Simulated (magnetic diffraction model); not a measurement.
# CrAgBiS4 below its ordering temperature

Space group Pmc2_1 (no. 26), a = 7.9400 Å, b = 6.5470 Å, c = 11.4590 Å.

```
site  atom       x       y       z
  2a    Bi       0  0.1984  0.8098
  2b    Bi     1/2  0.7134  0.6878
  4c    Ag  0.2534  0.2479  0.4971
  2a    Cr       0  0.6999  0.6370
  2b    Cr     1/2  0.1960  0.8652
  4c     S  0.8071  0.0923  0.8899
  4c     S  0.3065  0.5944  0.6097
  2b     S     1/2  0.6533  0.8533
  2a     S       0  0.1579  0.6455
  2a     S       0  0.5204  0.8476
  2b     S     1/2  0.0190  0.6623
```

The compound is invented for this exercise: a known structure type with other elements, its cell scaled to their sizes and not relaxed.

Only Cr is taken to order (form factors of Cr4+); orders and moment sizes are assumed, and not adapted to the symmetry. Radiation: neutrons of λ = 1.8 Å, 2° to 30°; isotropic B of 0.17 Å² (Bi), 0.17 Å² (Ag), 0.29 Å² (Cr) and 0.26 Å² (S). Simulated constant-wavelength pattern: nuclear and magnetic terms add, the magnetic one as |2.695 fm × Σ f S⊥ exp(2πi Q·r) exp(−B s²)|², summed over all Q at one angle with the factor 1/(sin²θ cos θ). For a modulated order the moment at position r is S exp(−2πi k·r) + c.c., with S = m/2 for a sine wave of amplitude m and S = m(u + iv)/2 for moments turning in a plane, u and v being orthogonal unit vectors in it; the phase factor of the sum at Q = H + k is then exp(2πi H·r). Free-ion form factors, Sears's scattering lengths of 1992, no absorption; a label names one of the reflections at its angle. The strongest nuclear line in the range is 100, and lines under 0.2 are left out.

Above the ordering temperature:

```csv
2θ (°),index,I
15.80,(0 1 0),0.2
18.07,(0 0 2),1.7
20.53,(1 1 0),2.8
22.34,(1 0 2),16.2
22.46,(1 1 1),100.0
24.10,(0 1 2),9.0
26.21,(2 0 0),20.3
27.48,(1 1 2),0.4
```

Below it (cell unchanged):

| 2θ (°) | I |
| --- | --- |
| 6.75 | 23.1 |
| 11.27 | 8.0 |
| 14.68 | 4.2 |
| 15.80 | 0.2 |
| 17.20 | 0.3 |
| 17.25 | 3.5 |
| 18.07 | 1.7 |
| 19.45 | 0.3 |
| 20.53 | 2.8 |
| 20.65 | 6.8 |
| 21.63 | 0.4 |
| 22.34 | 16.2 |
| 22.42 | 4.1 |
| 22.46 | 100.0 |
| 23.48 | 0.4 |
| 24.10 | 9.0 |
| 24.95 | 0.7 |
| 25.88 | 3.1 |
| 26.21 | 20.3 |
| 27.09 | 1.2 |
| 27.48 | 0.4 |
| 28.24 | 2.2 |
| 28.61 | 1.1 |
| 29.58 | 0.5 |

**Question.** Find the propagation vector, then choose among these models:
A. moments turning in the plane of [100] and [010], 1.5 μB on Cr; signs + at (0, 0.6999, 0.6370), − at (0, 0.3001, 0.1370), + at (1/2, 0.1960, 0.8652), − at (1/2, 0.8040, 0.3652)
B. moments turning in the plane of [010] and [001], 1.5 μB on Cr; signs + at (0, 0.6999, 0.6370), − at (0, 0.3001, 0.1370), + at (1/2, 0.1960, 0.8652), − at (1/2, 0.8040, 0.3652)
C. moments turning in the plane of [001] and [100], 1.5 μB on Cr; signs + at (0, 0.6999, 0.6370), − at (0, 0.3001, 0.1370), + at (1/2, 0.1960, 0.8652), − at (1/2, 0.8040, 0.3652)
D. a sine wave with moments along [100] (amplitudes given), 1.5 μB on Cr; signs + at (0, 0.6999, 0.6370), − at (0, 0.3001, 0.1370), + at (1/2, 0.1960, 0.8652), − at (1/2, 0.8040, 0.3652)

The new lines index as (0 0 3/4) at 6.75°, (0 0 5/4) at 11.27°, (1 0 3/4) at 14.68° and (1 0 5/4) at 17.25°, that is as H ± k with k = (0 0 1/4). Satellites come in pairs about each point of the reciprocal lattice.

Magnetic intensity, observed (below minus above) and for each model:

| 2θ (°) | index | observed | A | B | C | D |
| --- | --- | --- | --- | --- | --- | --- |
| 6.75 | (0 0 3/4) | 23.1 | 23.1 | 11.5 | 11.5 | 11.5 |
| 11.27 | (0 0 5/4) | 8.0 | 8.0 | 4.0 | 4.0 | 4.0 |
| 14.68 | (1 0 3/4) | 4.2 | 4.2 | 6.2 | 3.5 | 0.7 |
| 17.25 | (1 0 5/4) | 3.5 | 3.5 | 3.9 | 2.5 | 1.1 |
| 20.65 | (1 1 1/4) | 6.8 | 6.8 | 9.5 | 10.8 | 4.1 |
| 22.42 | (0 1 7/4) | 4.1 | 4.1 | 2.7 | 4.1 | 2.7 |
| 27.09 | (2 0 3/4) | 1.2 | 1.2 | 2.2 | 1.1 | <0.2 |
| 28.61 | (2 0 5/4) | 1.1 | 1.1 | 1.8 | 1.0 | <0.2 |

Model A matches.

The structure used: k = (0 0 1/4), moments turning in the plane of [100] and [010], 1.5 μB on Cr; signs + at (0, 0.6999, 0.6370), − at (0, 0.3001, 0.1370), + at (1/2, 0.1960, 0.8652), − at (1/2, 0.8040, 0.3652).

[Logs are printed without paths, hosts, clocks, repeated set-up lines and the standing remarks that a program may print on its own settings, such as how far it seeks lower states.]
